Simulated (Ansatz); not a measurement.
In doubt: one-shot GW on d or f shells is unsure (in some of the runs), so the values of those runs are not to be relied on.

The crystal is Cs2InAgBr6 (Fm-3m).

The structure is cubic, space group Fm-3m (No. 225). The conventional cell has a = 11.000 Å, b = 11.000 Å, c = 11.000 Å, α = 90.00°, β = 90.00°, γ = 90.00°. Nearest to Cs lie 12 Br at 3.89 Å. Nearest to In lie 6 Br at 2.69 Å. Nearest to Ag lie 6 Br at 2.81 Å. Nearest to Br lie 1 In at 2.69 Å and 1 Ag at 2.81 Å and 4 Cs at 3.89 Å. Farther neighbours and most contacts between anions are not listed.

```cif
data_structure
_symmetry_space_group_name_H-M 'P 1'
_symmetry_Int_Tables_number 1
_cell_length_a 7.7782
_cell_length_b 7.7782
_cell_length_c 7.7782
_cell_angle_alpha 60.000
_cell_angle_beta 60.000
_cell_angle_gamma 60.000
_cell_volume 332.75
loop_
_atom_site_label
_atom_site_type_symbol
_atom_site_fract_x
_atom_site_fract_y
_atom_site_fract_z
_atom_site_occupancy
Cs1 Cs 0.75000 0.75000 0.75000 1
Cs2 Cs 0.25000 0.25000 0.25000 1
In3 In 0.00000 0.00000 0.00000 1
Ag4 Ag 0.50000 0.50000 0.50000 1
Br5 Br 0.75524 0.24476 0.24476 1
Br6 Br 0.24476 0.24476 0.75524 1
Br7 Br 0.24476 0.75524 0.75524 1
Br8 Br 0.24476 0.75524 0.24476 1
Br9 Br 0.75524 0.24476 0.75524 1
Br10 Br 0.75524 0.75524 0.24476 1
```

Geometry: measured lattice cell, ions relaxed with r2SCAN; the structure entry is the Materials Project's. The runs that relaxed it are not among those shown. Spin-orbit coupling is left out unless a run names it. PAW set soft_2, made with PBE.

Gaps computed with Ansatz 0.2.0 without a self-energy: LDA 0.00 eV, r2SCAN 0.72 eV and PBE0 2.00 eV. The mean ε∞ by r2SCAN perturbation theory is 4.12.

**Question.** Estimate the G0W0@r2SCAN gap with 2×2×2 mesh, 993 empty bands, screening to 120 eV, default PAW files.

About 1.59 eV: on its mesh the run moves the gap from 0.71 eV by +0.89 eV. Among the scalar-relativistic levels given, PBE0 is nearest (+0.41 eV). One-shot corrections scale roughly with one over ε∞, here 0.24. Bands and cutoff are finite, so the gap is not at the basis limit. The miss can reach some tenths of an eV and take either sign; the mesh is an error of its own. The 2×2×2 mesh is coarse for this cell (its supercell is 16 Å along the shortest edge). The RPA ε∞ on it, from the r2SCAN start, is 4.73; such meshes misread the long-range screening, most where the gap is narrow. A d shell, filled or nearly so, lies near the gap. One-shot GW converges very slowly in bands there, not always from below, and on a semilocal start the gap tends to come out low; starts rich in exact exchange can overshoot instead. The many-body steps are scalar-relativistic: spin-orbit coupling is not in them.

[Paths, hosts, dates, memory and timing lines, banners, echoed tables and standing remarks are left out of the program output.]

[Logs are printed without paths, hosts, clocks, repeated set-up lines and the standing remarks that a program may print on its own settings, such as how far it seeks lower states.]

[Runs of the session that timed out or met a known fault of the program may be left out.]

[Cells called generated may have been cut or substituted from an entry of the Crystallography Open Database or the Materials Project.]

[Hosts, paths, dates, database ids (printed as entryN), source tags and the programs' standing remarks are cut or masked in the printed files.]
